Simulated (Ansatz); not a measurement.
## KMgCO3F (built on the sites of a database entry of KCdCO3F): relaxing the cell for a phonon run

Task: relax KMgCO3F (built on the sites of a database entry of KCdCO3F) tightly.

Calculated with Ansatz 0.2.0; DFT PBEsol, scalar-relativistic, plane waves, norm-conserving pseudopotentials.

The structure was built from a prototype and need not be the compound's stable phase.

### Step 1. The structure

Symmetry: P-6m2, No. 187, hexagonal system. The conventional cell has a = 5.113 Å, b = 5.113 Å, c = 4.415 Å, α = 90.00°, β = 90.00°, γ = 120.00°. K has 6 O at 2.79 Å and 3 F at 2.95 Å nearest. Nearest to Mg lie 2 F at 2.21 Å and 6 O at 2.57 Å. C has 3 O at 1.25 Å nearest. Nearest to O lie 1 C at 1.25 Å and 2 Mg at 2.57 Å and 2 K at 2.79 Å. Nearest to F lie 2 Mg at 2.21 Å and 3 K at 2.95 Å. Farther neighbours and most contacts between anions are not listed.

### Step 2. A coarse first look

First a cheap look: the gap decides the mesh and the occupations, the pressure tells how far the cell has to move.

The input, input.yaml:

```yaml
crystal:
  lattice:
    - [5.11281, 0.0, 0.0]
    - [-2.55641, 4.42783, 0.0]
    - [0.0, 0.0, 4.41548]
  atoms:
    - { symbol: K, position: [0.0, 0.0, 0.0] }
    - { symbol: Mg, position: [0.6666666667, 0.3333333333, 0.5] }
    - { symbol: C, position: [0.3333333333, 0.6666666667, 0.5] }
    - { symbol: O, position: [0.1925, 0.385, 0.5] }
    - { symbol: O, position: [0.1925, 0.8075, 0.5] }
    - { symbol: O, position: [0.615, 0.8075, 0.5] }
    - { symbol: F, position: [0.6666666667, 0.3333333333, 0.0] }
kpoints:
  mp_grid: { grid: [6, 6, 4] }
hamiltonian:
  xc: pbesol
  pseudopotentials: { kind: nc }
scf:
  occupations: { method: gaussian, width: 0.1 }
output:
  forces: true
  stress: true
  eigenvalues: true
```

Run with:

```console
$ ansatz run input.yaml --threads 8 --pin off --max-ram 14336MiB --backend cpu --events-out ev --progress --plain --runs-dir out
```

Numbers of over 12 decimals in the logs are rounded to 6 here.

Log:

```text
Engine: ansatz 0.2.0, aarch64-unknown-linux-gnu
Pseudopotentials: kind: nc
Pseudopotential: K, nc, valence charge 9, recommended cutoff 1006.821291 eV (normal), K.nc.azcp (PseudoDojo's, or run here from an input of PseudoDojo's: the run reads no file of this project's for it)
[...]
P = ⅓ Tr σ = -1.0669 GPa (-10.669 kbar)
--- Band table (eV; the first three rows and the last of 21) ---
  k-point 0: bands = [... 20 lower, 1.4842, 1.8307, 1.8307, 3.4923, 6.4000, 9.7744, 10.1059, 12.1063]
  k-point 1: bands = [... 20 lower, 1.4050, 1.8615, 1.8615, 3.4948, 7.1082, 9.4500, 10.2821, 12.1861]
  k-point 2: bands = [... 20 lower, 1.3194, 1.8900, 1.8900, 3.4972, 8.4646, 8.7159, 9.9336, 12.1348]
  k-point 20: bands = [... 20 lower, 1.1641, 1.6937, 1.8515, 2.7504, 10.0256, 10.1643, 10.3693, 11.0191]
[key lines of the parts left out:]
SCF converged after 10 iterations
Free energy (F): -4613.315585 eV
Fermi energy:    4.949994 eV
```

Run time: 3.2 s. Hardware: 8 threads of Arm Neoverse V2, shared host; peak memory 0.88 GiB.

A gap read on the k-mesh alone can miss the band edges.

Numbers from this step:

```
pressure           : -1.067 GPa
gap on the k-mesh  : 2.903 eV
volume per atom    : 14.28 Å³
direct gap on mesh : 2.908 eV
```

The coarse mesh shows a gap of 2.90 eV and a pressure of -1.1 GPa.

### Step 3. Coarse relaxation

The start is far from rest, so a relaxation with loose tolerances brings it close first.

input.yaml, as its differences from that of step 2:

```diff
@@ -24 +24,6 @@
   eigenvalues: true
+relax:
+  adjacent_minimum: "off"
+  f_tol: 0.05
+  max_steps: 80
+  cell: { stress_tol: 0.5 }
```

Log:

```text
[...]
Crystal: 7 atoms, lattice volume = 99.961 Å³
Basis set: ecut = 1142.878222 eV, 8767 PW (Γ), exchange–correlation on 120×120×100 points (8 copies of the dense FFT grid, shifted against one another)
Bands: 31, of which v1, the nominal top of the filled ones, is band 24 counted from 1 (23 counted from 0)
Symmetry: 12 space group operations
[...]
- [-2.493667, 4.319152, 0.0]
    - [0.0, 0.0, 4.031138]
  atoms:
    - { symbol: K, position: [-7.13131106677594e-18, -2.1084140975268502e-17, 0.0] }
    - { symbol: Mg, position: [0.666667, 0.333333, 0.5] }
    - { symbol: C, position: [0.333333, 0.666667, 0.5] }
    - { symbol: O, position: [0.184913, 0.369826, 0.5] }
    - { symbol: O, position: [0.184913, 0.815087, 0.5] }
    - { symbol: O, position: [0.630174, 0.815087, 0.5] }
    - { symbol: F, position: [0.666667, 0.333333, 0.0] }
[key lines of the parts left out:]
SCF converged after 4 iterations
Free energy (F): -4613.912411 eV
Fermi energy:    6.406041 eV
P = ⅓ Tr σ = -0.1768 GPa (-1.768 kbar)
```

It took 20 s on 8 threads; peak memory 1 GiB.

The steps of the relaxation:

```tsv
step	energy less that of the first step (eV)	largest force component (eV/Å)	pressure (GPa)	volume (Å³)
1	0.0000	3.3628	-1.07	99.96
2	-0.5270	0.5415	1.07	86.65
3	-0.5751	0.1818	0.70	86.13
4	-0.5978	0.0510	0.18	86.37
5	-0.5981	0.0129	-0.14	86.83
6*	-0.5968	0.0129	-0.18	86.83
```

Relaxation steps marked * repeat the geometry before them on a plane-wave basis chosen anew for their cell, so energy and pressure can jump there.

The run keeps the 12 symmetry operations that it works with, so distortions that break them were not tested.

```tsv
conventional cell, symmetrised	before	after	change
a (Å)	5.113	4.987	-2.5 %
b (Å)	5.113	4.987	-2.5 %
c (Å)	4.415	4.031	-8.7 %
volume (Å³/atom)	14.28	12.40	-13.1 %
```

The atoms that moved most (Å, as changes of fractional coordinates times the final cell):

```tsv
atom	dx	dy	dz	length
O6	0.057	0.033	0.000	0.066
O4	0.000	-0.066	0.000	0.066
O5	-0.057	0.033	0.000	0.066
```

Numbers from this step:

```
pressure           : -0.1768 GPa
gap on the k-mesh  : 3.658 eV
volume per atom    : 12.40 Å³
direct gap on mesh : 3.670 eV
```

In this step the volume went from 14.28 to 12.40 Å³/atom.

### Step 4. Bringing the structure to rest

Harmonic phonons are second derivatives at a point where the forces vanish, and they are wanted at zero stress, so atoms and cell are relaxed first.

The input, input.yaml:

```yaml
crystal:
  lattice:
    - [4.9873293106, 2.8159e-06, 0.0]
    - [-2.493667094, 4.3191524721, 0.0]
    - [0.0, 0.0, 4.031137603]
  atoms:
    - { symbol: K, position: [0.0, 0.0, 0.0] }
    - { symbol: Mg, position: [0.6666666667, 0.3333333333, 0.5] }
    - { symbol: C, position: [0.3333333333, 0.6666666667, 0.5] }
    - { symbol: O, position: [0.1849128595, 0.369825719, 0.5] }
    - { symbol: O, position: [0.1849128595, 0.8150871405, 0.5] }
    - { symbol: O, position: [0.630174281, 0.8150871405, 0.5] }
    - { symbol: F, position: [0.6666666667, 0.3333333333, 0.0] }
kpoints:
  mp_grid: { grid: [6, 6, 6] }
hamiltonian:
  xc: pbesol
  pseudopotentials: { kind: nc }
scf:
  occupations: { method: gaussian, width: 0.02 }
output:
  forces: true
  stress: true
  eigenvalues: true
  write_density: true
  write_potential: true
  elf: true
  volumetric_format: npy
relax:
  adjacent_minimum: "off"
  f_tol: 0.005
  max_steps: 80
  cell: { stress_tol: 0.05 }
```

Log:

```text
[...]
Crystal: 7 atoms, lattice volume = 86.835 Å³
Basis set: ecut = 1142.878222 eV, 7601 PW (Γ), exchange–correlation on 120×120×90 points (8 copies of the dense FFT grid, shifted against one another)
Bands: 31, of which v1, the nominal top of the filled ones, is band 24 counted from 1 (23 counted from 0)
[... 1 set-up line as in the run before ...]
[...]
k-points: 28 of 216 (time reversal used)
[...]
SCF iter   1: F=—  HF=-4618.902175 eV  |F-HF|=—  |Δ(HF+E_count)|=         —  Δρ=1.39e-1  dr2=1.45e1  ethr=3.10e-3  ⟨swp⟩=11.3  Hψ=5787  notcnv=0
[...]
SCF iter  10: F=-4613.912408 eV  HF=-4613.912408 eV  |F-HF|=3.63e-9  |Δ(HF+E_count)|=   1.48e-7  Δρ=4.13e-6  dr2=1.39e-8  ethr=2.08e-10  ⟨swp⟩=22.9  Hψ=9545  notcnv=0
SCF 1 converged in 10 iterations: F = -4613.912408 eV  dr2 = 1.39e-8
relax step   1: F+E_penalty+E_count = -4613.91240819 eV  Δ(F+E_penalty+E_count) = +0.000e0 eV  max|allowed force component| = 1.290e-2 eV/Å  Δτ_max = 0.0000 Å  P = -0.177 GPa  Ω = 86.835 Å³  (10 SCF iters, dr2 threshold 1.00e-7 eV, accepted)
Crystal: 7 atoms, lattice volume = 86.679 Å³
[...]
SCF iter   5: F=-4613.912535 eV  HF=-4613.912535 eV  |F-HF|=1.14e-8  |Δ(HF+E_count)|=   8.84e-8  Δρ=3.75e-6  dr2=1.00e-8  ethr=1.91e-10  ⟨swp⟩=12.4  Hψ=6981  notcnv=0
SCF 2 converged in 5 iterations: F = -4613.912535 eV  dr2 = 1.00e-8
relax step   2: F+E_penalty+E_count = -4613.91253543 eV  Δ(F+E_penalty+E_count) = -1.272e-4 eV  max|allowed force component| = 1.071e-2 eV/Å  Δτ_max = 0.0007 Å  P = -0.048 GPa  Ω = 86.679 Å³  energy of the carried Pulay correction = +4.350e-5 eV  (5 SCF iters, dr2 threshold 9.19e-8 eV, accepted)
Crystal: 7 atoms, lattice volume = 86.652 Å³
[...]
SCF iter   5: F=-4613.912554 eV  HF=-4613.912554 eV  |F-HF|=1.42e-9  |Δ(HF+E_count)|=   1.03e-8  Δρ=1.37e-6  dr2=9.67e-10  ethr=2.32e-11  ⟨swp⟩=9.5  Hψ=5879  notcnv=0
SCF 3 converged in 5 iterations: F = -4613.912554 eV  dr2 = 9.67e-10
relax step   3: F+E_penalty+E_count = -4613.91255362 eV  Δ(F+E_penalty+E_count) = -1.820e-5 eV  max|allowed force component| = 2.204e-3 eV/Å  Δτ_max = 0.0002 Å  P = +0.001 GPa  Ω = 86.652 Å³  energy of the carried Pulay correction = +5.112e-5 eV  (5 SCF iters, dr2 threshold 1.11e-8 eV, accepted)
[...]
SCF iter   6: F=-4613.912504 eV  HF=-4613.912504 eV  |F-HF|=2.73e-12  |Δ(HF+E_count)|=  3.00e-11  Δρ=1.69e-7  dr2=1.85e-11  ethr=1.00e-12  ⟨swp⟩=9.1  Hψ=5141  notcnv=0
SCF 4 converged in 6 iterations: F = -4613.912504 eV  dr2 = 1.85e-11
relax step   4: F+E_penalty+E_count = -4613.91250398 eV  Δ(F+E_penalty+E_count) = +4.964e-5 eV  max|allowed force component| = 2.189e-3 eV/Å  Δτ_max = 0.0000 Å  P = -0.001 GPa  Ω = 86.652 Å³  stress off target by 3.46e-2 GPa  SCF on the basis re-selected at this cell (its energy is not comparable with the rows above)  (6 SCF iters)
[...]
SCF converged after 6 iterations
Free energy (F): -4613.912504 eV
[...]
Internal energy: -4613.912504 eV  (E = F + TS)
E sigma→0 (E₀):  -4613.912504 eV
Fermi energy:    6.430838 eV
[...]
--- Forces (eV/Å), atoms counted from 1 ---
  atom   1  K      0.00000000     0.00000000     0.00000000
  atom   2  Mg    -0.00000000    -0.00000000     0.00000000
  atom   3  C      0.00000000    -0.00000000     0.00000000
  atom   4  O      0.00000000    -0.00218874     0.00000000
  atom   5  O     -0.00189550     0.00109437     0.00000000
  atom   6  O      0.00189550     0.00109437     0.00000000
  atom   7  F      0.00000000     0.00000000     0.00000000
  max |Σ_I F_I| component: 1.06e-16 eV/Å
--- Stress (GPa, compression-positive) ---
        0.015294       0.000000       0.000000
        0.000000       0.015294       0.000000
        0.000000       0.000000      -0.034583
  P = ⅓ Tr σ = -0.0013 GPa (-0.013 kbar)
--- Band table (eV; the first three rows and the last of 28) ---
  k-point 0: bands = [... 20 lower, 2.7685, 2.9486, 2.9486, 4.5857, 8.2643, 10.6467, 11.9255, 13.9437, ... 3 higher]
  k-point 1: bands = [... 20 lower, 2.7198, 2.9901, 2.9901, 4.5886, 8.6878, 10.4675, 12.1923, 13.9286, ... 3 higher]
  k-point 2: bands = [... 20 lower, 2.6216, 3.0631, 3.0631, 4.5945, 9.6993, 10.1982, 12.2931, 13.9323, ... 3 higher]
  k-point 27: bands = [... 20 lower, 2.4430, 2.8061, 3.0698, 3.6386, 10.6323, 12.3575, 12.8114, 13.1196, ... 3 higher]
--- Relaxed structure (3 steps of the walk, 3 accepted, 1 SCFs on fresh bases) ---
[...]
cell:  # Å, volume = 86.6519 Å³
    - [4.983961, 2.814032375161235e-6, 0.0]
    - [-2.491983, 4.316236, 0.0]
    - [0.0, 0.0, 4.028080]
  atoms:
    - { symbol: K, position: [-1.7178469157823635e-17, -2.6432985033582355e-17, 0.0] }
    - { symbol: Mg, position: [0.666667, 0.333333, 0.5] }
    - { symbol: C, position: [0.333333, 0.666667, 0.5] }
    - { symbol: O, position: [0.184858, 0.369716, 0.5] }
    - { symbol: O, position: [0.184858, 0.815142, 0.5] }
    - { symbol: O, position: [0.630284, 0.815142, 0.5] }
    - { symbol: F, position: [0.666667, 0.333333, 0.0] }
```

Elapsed: 15 s, on 8 threads; peak memory 0.94 GiB; 1.9 min of CPU time.

Little changed from the start: no atom moved by 0.005 Å and no cell edge by 0.1 %.

This step gave:

```
pressure           : -0.001331 GPa
gap on the k-mesh  : 3.667 eV
volume per atom    : 12.38 Å³
direct gap on mesh : 3.679 eV
```

Valence density in the ab plane at fractional z = 0.500, with atoms of Mg and C and O within 0.2 Å of it. It is the smooth field of the valence electrons, not physical close to the nuclei.

Values in e/Å³, 13 rows by 14 columns, each cell a mean:
```
 0  0  1  2  2  1  0  0  1  2  2  1  0  0
 0  2  5  6  3  1  1  1  4  6  4  1  0  0
 1  4  5  5  2  1  2  3  5  5  2  0  0  0
 1  3  4  3  2  2  2  3  4  2  1  0  0  0
 1  1  1  2  1  1  1  1  1  0  0  0  0  0
 0  0  1  2  2  1  0  0  0  0  0  0  0  0
 0  1  2  4  3  1  0  0  0  1  2  1  0  0
 1  2  5  5  3  1  0  0  2 11 12  2  0  0
 1  4  6  4  1  0  0  1 10 21 13  1  0  0
 1  2  2  1  0  0  0  1  8 10  2  0  0  0
 0  1  0  0  0  0  0  0  1  0  0  0  0  0
 0  0  0  0  0  0  0  0  0  0  0  0  0  0
 0  0  0  0  1  0  0  0  0  0  1  0  0  0
```
Columns run along a (5.0 Å), rows up along b (5.0 Å). Atoms in or near the plane, at fractional coordinates: Mg at (0.67, 0.33), C at (0.33, 0.67), O at (0.18, 0.37), O at (0.18, 0.82), O at (0.63, 0.82).

Electrostatic potential energy in the ab plane at fractional z = 0.500, with atoms of Mg and C and O within 0.2 Å of it. With pseudopotentials it is smooth inside the atoms' cores, unlike the true potential.

Values in eV, 13 rows by 14 columns, each cell a mean:
```
 10   8   0 -11  -5   5   6   6   2 -10  -7   5  10  10
  9  -6 -46 -61 -21  -1   0  -5 -38 -64 -28   4  10  10
  5 -29 -69 -54 -20 -25 -19 -27 -67 -58 -10   8  10  10
  3 -17 -28 -25 -52 -64 -32 -20 -28  -9   6   9   9   9
  6   2  -5 -33 -69 -53 -14   0   3   7   7   6   7   8
  7   5  -4 -24 -33 -12   2   6   6   3   0   0   2   6
  7   3 -14 -32 -17   2   6   5  -1 -11 -19 -12  -2   4
  6 -13 -57 -65 -17   5   6  -1 -19 -55 -59 -23  -3   5
  4 -30 -63 -39   0   7   2 -12 -53 -78 -59 -15   1   7
  4 -11 -14   1   8   6  -1 -16 -47 -51 -20  -2   6   9
  9   7   8  10   9   6   0  -8 -13  -9   0   6   9  10
 10  10  10  10   9   7   4   1   1   4   7   9  10  10
 10  10  10   9   8   7   7   6   7   7   8   9  10  10
```
Columns run along a (5.0 Å; values clipped at the 3rd and 97th percentile), rows up along b (5.0 Å). Atoms in or near the plane, at fractional coordinates: Mg at (0.67, 0.33), C at (0.33, 0.67), O at (0.18, 0.37), O at (0.18, 0.82), O at (0.63, 0.82).

ELF in the ab plane at fractional z = 0.500, with atoms of Mg and C and O within 0.2 Å of it. It is the smooth field of the valence electrons, not physical close to the nuclei.

Values, 13 rows by 14 columns, each cell a mean:
```
0.09 0.50 0.79 0.87 0.87 0.62 0.18 0.27 0.72 0.88 0.87 0.76 0.37 0.03
0.48 0.79 0.62 0.54 0.77 0.48 0.30 0.60 0.68 0.48 0.78 0.74 0.28 0.05
0.80 0.81 0.36 0.52 0.79 0.48 0.63 0.76 0.37 0.52 0.85 0.60 0.12 0.26
0.87 0.84 0.73 0.78 0.45 0.19 0.72 0.78 0.76 0.86 0.77 0.30 0.11 0.56
0.73 0.59 0.52 0.47 0.15 0.26 0.50 0.55 0.70 0.71 0.38 0.09 0.18 0.62
0.25 0.20 0.40 0.67 0.70 0.46 0.20 0.19 0.29 0.18 0.05 0.03 0.07 0.27
0.18 0.42 0.67 0.76 0.78 0.52 0.19 0.07 0.06 0.25 0.45 0.26 0.04 0.07
0.62 0.78 0.48 0.43 0.81 0.69 0.27 0.07 0.42 0.76 0.83 0.54 0.06 0.22
0.86 0.81 0.46 0.71 0.86 0.62 0.13 0.26 0.80 0.52 0.78 0.35 0.09 0.56
0.84 0.83 0.82 0.82 0.63 0.23 0.04 0.39 0.82 0.78 0.45 0.07 0.17 0.62
0.61 0.66 0.57 0.35 0.13 0.07 0.03 0.13 0.32 0.19 0.05 0.06 0.10 0.31
0.14 0.14 0.07 0.10 0.28 0.37 0.14 0.03 0.05 0.20 0.37 0.24 0.07 0.05
0.01 0.06 0.31 0.65 0.81 0.71 0.29 0.10 0.37 0.75 0.80 0.62 0.22 0.03
```
Columns run along a (5.0 Å), rows up along b (5.0 Å). Atoms in or near the plane, at fractional coordinates: Mg at (0.67, 0.33), C at (0.33, 0.67), O at (0.18, 0.37), O at (0.18, 0.82), O at (0.63, 0.82).

In this step the volume went from 12.40 to 12.38 Å³/atom.

### Step 5. Tight relaxation

Phonons need a cell at rest on their own settings, so the relaxation is repeated with tight tolerances on forces and stress on the k mesh and occupations of the first response run.

The input, input.yaml:

```yaml
crystal:
  lattice:
    - [4.9839611437, 2.814e-06, 0.0]
    - [-2.4919830089, 4.3162355549, 0.0]
    - [0.0, 0.0, 4.0280796067]
  atoms:
    - { symbol: K, position: [0.0, 0.0, 0.0] }
    - { symbol: Mg, position: [0.6666666667, 0.3333333333, 0.5] }
    - { symbol: C, position: [0.3333333333, 0.6666666667, 0.5] }
    - { symbol: O, position: [0.1848579096, 0.3697158192, 0.5] }
    - { symbol: O, position: [0.1848579096, 0.8151420904, 0.5] }
    - { symbol: O, position: [0.6302841808, 0.8151420904, 0.5] }
    - { symbol: F, position: [0.6666666667, 0.3333333333, 0.0] }
kpoints:
  mp_grid: { grid: [6, 6, 8] }
hamiltonian:
  xc: pbesol
  pseudopotentials: { kind: nc }
scf:
  occupations: { method: fixed }
output:
  forces: true
  stress: true
  eigenvalues: true
relax:
  adjacent_minimum: "off"
  f_tol: 0.001
  max_steps: 60
  cell: { stress_tol: 0.01 }
```

Log:

```text
[...]
Crystal: 7 atoms, lattice volume = 86.652 Å³
Basis set: ecut = 1142.878222 eV, 7601 PW (Γ), exchange–correlation on 120×120×90 points (8 copies of the dense FFT grid, shifted against one another)
Bands: 31, of which v1, the nominal top of the filled ones, is band 24 counted from 1 (23 counted from 0)
[... 1 set-up line as in the run before ...]
[...]
- [-2.492422, 4.316995, 0]
    - [0, 0, 4.026398]
  atoms:
    - { symbol: K, position: [4.341789998281206e-18, -3.172133068005074e-17, 0] }
    - { symbol: Mg, position: [0.666667, 0.333333, 0.500000] }
    - { symbol: C, position: [0.333333, 0.666667, 0.500000] }
    - { symbol: O, position: [0.184880, 0.369761, 0.500000] }
    - { symbol: O, position: [0.184880, 0.815120, 0.500000] }
    - { symbol: O, position: [0.630239, 0.815120, 0.500000] }
    - { symbol: F, position: [0.666667, 0.333333, 0] }
[key lines of the parts left out:]
SCF converged after 8 iterations
Free energy (F): -4613.912509 eV
Fermi energy:    4.597736 eV
P = ⅓ Tr σ = 0.0039 GPa (0.039 kbar)
```

Elapsed: 18 s, on 8 threads; peak memory 1 GiB.

Little changed from the start: no atom moved by 0.005 Å and no cell edge by 0.1 %.

This step gave:

```
pressure : 0.003889 GPa
```

The largest force component left is 0.66 meV/Å and the pressure is 0.004 GPa, within the tolerances set. The cell now holds 12.38 Å³/atom.

### Step 6. Outcome

```
space group after relaxation (within 0.01 Å) : P-6m2
lattice constant a                           : 4.985 Å
lattice constant b                           : 4.985 Å
lattice constant c                           : 4.026 Å
volume per atom                              : 12.4 Å³
gap on the k-mesh                            : 3.67 eV
```

In words: The largest force component left is 0.66 meV/Å and the pressure is 0.004 GPa, within the tolerances set. The cell now holds 12.38 Å³/atom. The relaxation keeps the symmetry of its start, so it says nothing on stability against lower symmetry. The starting cell was built on a prototype and not taken from a measurement, so the phase need not exist.

[Logs are printed without paths, hosts, clocks, repeated set-up lines and the standing remarks that a program may print on its own settings, such as how far it seeks lower states.]

[Hosts, paths, dates, database ids (printed as entryN), source tags and the programs' standing remarks are cut or masked in the printed files.]
